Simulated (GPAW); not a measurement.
# MgS (F-43m): G0W0 with GPAW, start to end, part 2 of 2

Wanted: ground state, empty states, screening and self-energy for MgS (F-43m).

GPAW 26.7.0; LDA and many-body steps on it, plane waves. Known limits of the many-body steps: not at the basis limit; coarse k mesh.

So far. Step 3 (Bands along the symmetry lines): The gap is 3.176 eV, as in the run before at this level. Step 4 (Empty states on the mesh, 4×4×4 mesh, 418 bands): On this mesh the gap is 3.176 eV.

### Step 5. Screening and self-energy, 4×4×4 mesh, 189 bands, screening to 150 eV

G0W0 replaces the xc potential by the self-energy, built once from these orbitals. Only a window of levels is corrected, while the sums run over the empty bands that the input names.

This step: G0W0 on LDA, plane waves, PAW.

Contents of run.py:

```python
import json
import numpy as np
from gpaw.mpi import world
from gpaw.response.g0w0 import G0W0

gw = G0W0('full.gpw',
    filename='gw',
    kpts=[0],
    bands=(6, 10),
    ecut=150,
    nbands=189,
    integrate_gamma='WS',
    ppa=True)
gw.calculate()
res = {mode: {k: v for k, v in r.items() if k != 'sigma_eskwn'}
       for mode, r in gw.all_results.items()}

if world.rank == 0:
    with open('result.json', 'w') as f:
        json.dump(res, f, default=lambda x: x.tolist())
```

Run with:

```bash
$ mpirun -n 4 gpaw python run.py
```

Numbers of over 12 decimals in the logs are rounded to 6 here.

Output:

```text
Using integrator: PointIntegrator
FrequencyGridDescriptor(from 0.000+0.000j to 0.000+27.211j eV, 2 points)
Nonperiodic BCs:  [False False False]
Using integrator: PointIntegrator
FrequencyGridDescriptor(from 0.000+0.000j to 0.000+27.211j eV, 2 points)
Nonperiodic BCs:  [False False False]
  ___  _ _ _
 |   || | | |
 | | || | | |
 |__ ||_____|
 |___|

BZ k-points: Symmetries present (total): 24

  [... matrices ...]
64 k-points: 4 x 4 x 4 Monkhorst-Pack grid + [1/8,1/8,1/8]
8 k-points in the irreducible part of the Brillouin zone
       k-points in crystal coordinates                weights
   0:     0.00000000    0.00000000    0.00000000          1/64
   1:     0.25000000    0.25000000    0.00000000          6/64
   2:     0.25000000    0.25000000    0.25000000          8/64
   3:     0.50000000    0.25000000   -0.25000000          6/64
   4:     0.50000000    0.25000000    0.25000000         12/64
   5:     0.50000000    0.50000000    0.00000000          3/64
   6:     0.50000000    0.50000000    0.25000000         24/64
   7:     0.50000000    0.50000000    0.50000000          4/64

Distributing spins, k-points and bands (1 x 1 x 4) over 4 processes
Number of blocks: 1

Quasi particle states:
k-points (IBZ indices): [0]
Band range: (6, 10)
  [... matrices ...]
Computational parameters:
Plane wave cut-off: 150 eV
Number of bands: 189
Coulomb cutoff: None
Broadening: 0.1 eV

fxc modes: GW
Kernel: RPA
Using Godby-Needs plasmon-pole approximation:
  Fitting energy: i*E0, E0 = 1.000 Hartree
Summing all q:

Calculating screened Coulomb potential
No Coulomb truncation
FrequencyGridDescriptor(from 0.000+0.000j to 0.000+27.211j eV, 2 points)
Removing empty qpoint cache files...

Calculating chi0 body with:
    Ground state adapter containing:
    Number of spins: 1
    Number of kpoints: 64
    Number of irreducible kpoints: 8
    Number of completely occupied states: 8
    Number of partially occupied states: 8
    Occupied states memory: 0.9765625 M / cpu

    Linear response parametrization:
    q_c: [0.0, 0.0, 0.0]
    Number of frequency points: 2
    Planewave cutoff: 150.0
    Number of bands: 189
    Number of planewaves: 181
    Broadening (eta): 1e-06
    comm.size: 4
    kncomm.size: 4
    blockcomm.size: 1

    Memory estimate of potentially large arrays:
        chi0_wGG: 0.999786 M / cpu
Integrating chi0 body.

Symmetries of q_c:
    Direct symmetries (Uq -> q): 24
    Indirect symmetries (TUq -> q): 24
In total 48 allowed symmetries.

  [... matrices ...]
8 groups of equivalent kpoints. 87.5% reduction.

Integral kind: response function
Integrating chi0 head and wings.

Symmetries of q_c:
    Direct symmetries (Uq -> q): 24
    Indirect symmetries (TUq -> q): 24
In total 48 allowed symmetries.

  [... matrices ...]
8 groups of equivalent kpoints. 87.5% reduction.

Integral kind: response function wings

Calculating chi0 body with:
    Ground state adapter containing:
    Number of spins: 1
    Number of kpoints: 64
    Number of irreducible kpoints: 8
    Number of completely occupied states: 8
    Number of partially occupied states: 8
    Occupied states memory: 0.9765625 M / cpu

    Linear response parametrization:
[... the further q-points ...]

Results:
f:      Occupation numbers
eps:     KS-eigenvalues [eV]
vxc:     KS vxc [eV]
exx:     Exact exchange [eV]
sigma:   Self-energies [eV]
dsigma:  Self-energy derivatives
Z:       Renormalization factors
qp:      QP-energies [eV]

k-point 0 (0): (0.000, 0.000, 0.000)                GW
band       f     eps     vxc     exx   sigma  dsigma       Z      qp
                                                                   GW
   6   1.000   1.541 -15.058 -18.097   1.652  -0.279   0.782   0.455
   7   1.000   1.541 -15.058 -18.097   1.652  -0.279   0.782   0.455
   8   0.000   4.716 -10.894  -6.591  -3.495  -0.220   0.820   5.378
   9   0.000   9.281 -10.602  -5.295  -4.063  -0.233   0.811  10.290
```

It took 23 s on 4 MPI ranks of Arm Neoverse V2, shared host; peak memory 1.1 GiB; 92 s of CPU time.

This step gave:

```
G0W0 gap on the points computed              : 4.923 eV
least direct G0W0 gap on the computed points : 4.923 eV
Z at the valence top                         : 0.7822
Z at the conduction bottom                   : 0.8198
starting gap on the mesh                     : 3.176 eV
k of the valence top                         : 0, 0, 0
k of the conduction bottom                   : 0, 0, 0
```

The gap on the mesh goes from 3.18 eV to 4.92 eV, a correction of +1.75 eV.

Limits: finite bands, cutoff and mesh; coarse k mesh. v1 is the top filled band, c1 the lowest empty one. The levels before and after the correction (eV, zero at the valence-band top of each column):

```csv
,conduction bottom,valence top
Kohn-Sham,3.18,0.00
G0W0,4.92,0.00
```

```csv
,level,energy (eV)
Kohn-Sham,Γ v2-v1,0.000
Kohn-Sham,Γ c1,3.176
Kohn-Sham,Γ c2,7.740
G0W0,Γ v2-v1,0.000
G0W0,Γ c1,4.923
G0W0,Γ c2,9.834
```

### Step 6. Where the time went

Times are wall times on 4 MPI ranks of Arm Neoverse V2, shared host, good to a factor of about two.

```csv
step,time,share,memory (GiB)
ground state,3.4 s,10 %,0.59
bands along the symmetry lines,4.3 s,12 %,0.63
empty states on the mesh,4.8 s,14 %,0.94
screening and self-energy,23 s,65 %,1.1
```

### Step 7. What came out

| Item | Value |
| --- | --- |
| LDA gap | 3.18 eV, direct |
| G0W0 gap on the mesh | 4.92 eV |
| GW settings | 4×4×4 mesh, 189 bands, screening to 150 eV, Godby-Needs plasmon pole |
| known limits | not at the basis limit; coarse k mesh |

**Reading.** G0W0 moves the gap on the mesh from 3.18 eV to 4.92 eV (+1.75 eV), with Z of 0.78 and 0.82 at the edges. Only 1 of the mesh's irreducible points was corrected, so a valley elsewhere could overtake. The dearest step here is «screening and self-energy». Bands and cutoff are finite, so the gap is not at the basis limit. The miss can reach some tenths of an eV and take either sign; the mesh is an error of its own. These stock PAW sets were not made for GW. In the G0W0 run levels were corrected at 1 k point alone, so a gap called «on the mesh» is the least over those, and an edge elsewhere would be missed. The 4×4×4 mesh is coarse for this cell, which bears on the long-range parts of exchange and screening.

[Paths, hosts, dates, memory and timing lines, banners, echoed tables and standing remarks are left out of the program output.]

[Logs are printed without paths, hosts, clocks, repeated set-up lines and the standing remarks that a program may print on its own settings, such as how far it seeks lower states.]

[Runs of the session that timed out or met a known fault of the program may be left out.]

[Hosts, paths, dates, database ids (printed as entryN), source tags and the programs' standing remarks are cut or masked in the printed files.]
